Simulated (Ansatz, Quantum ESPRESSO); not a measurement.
# Ag (fcc): bulk modulus from a few volumes

How stiff is fcc Ag under hydrostatic load? Each row relaxes cell and atoms at a set pressure. The phase is followed to these pressures whether or not it stays the stable one.

Calculated with Quantum ESPRESSO 7.5, PBEsol, GBRV 1.5 ultrasoft potentials, cutoff 680 eV, Fermi–Dirac smearing 0.05 eV, k-mesh 18×18×18, no spin polarisation, no spin-orbit coupling.

The series also meant to hold 30 (pressure); those runs didn't finish, missed their thresholds or give no value for this table.

Reference cell, relaxed at zero pressure with PBEsol (Fm-3m): a = 2.8681 Å, b = 2.8681 Å, c = 2.8681 Å, α = 60.00°, β = 60.00°, γ = 60.00°.

```csv
atom,x,y,z
Ag,0.0000,0.0000,0.0000
```

```csv
V (Å³/atom),V/V0,P (GPa),E − E0 (meV/atom)
17.2829,1.0359,−3.846,7.1
16.0802,0.9638,4.921,9.3
15.1670,0.9091,15.018,65.0
14.8051,0.8874,20.136,104.9
```

V0 = 16.6837 Å³ an atom, where the residual pressure P0 is −0.009 GPa. **Question.** Fit the Birch–Murnaghan law and give the pressure and the energy at V = 15.5865 Å³ an atom, a row left out above.

With the Eulerian strain f = ½[(V0/V)^(2/3) − 1] and F = (P − P0)/[3f(1 + 2f)^(5/2)], the third-order law is the line F = B0 + (3/2) B0 (B′ − 4) f.

| f | F (GPa) |
| --- | --- |
| 0.04145 | 132.76 |
| 0.03280 | 130.28 |
| 0.01243 | 124.30 |
| −0.01162 | 116.69 |

A straight line through the 4 rows: the means are 0.01877 for f and 126.01 for F, Σ(Δx)² = 0.001675 and ΣΔxΔy = 0.5071, so the slope is 0.5071/0.001675 = 302.74 and the intercept 126.01 − (302.74)(0.01877) = 120.33.

Hence B0 = 120.3 GPa and B′ = 4 + (302.7)/(1.5 × 120.3) = 5.68. For the withheld volume f = 0.02320, F = 127.35 GPa and P = 9.92 GPa. The run itself gives 9.93 GPa, so the estimate misses by 0.01 GPa, a rounding's worth.

Integrating the same law gives E − E0 = (9/2) B0 V0 f²[1 + (B′ − 4) f] + P0(V0 − V), with 1 GPa Å³ = 6.2415 meV: 31.5 meV an atom. The run itself gives 32.3 meV, so the estimate misses by 0.8 meV; the fitted rows themselves lie up to 1.4 meV off the law.

The same fit over all rows at other levels or in other programs gives B0 = 120 GPa with PBEsol (Ansatz).

Measured volume: 17.054 Å³ an atom (doi:10.1007/BF01174717, 293 K), so V0 is −2.2 % off. A stiffness follows the volume as d ln B/d ln V = −B′, which moves B0 by about −12 % when it is taken at the measured volume.

The calculation is for a static lattice, while measurements hold thermal and zero-point motion.

[Logs are printed without paths, hosts, clocks, repeated set-up lines and the standing remarks that a program may print on its own settings, such as how far it seeks lower states.]
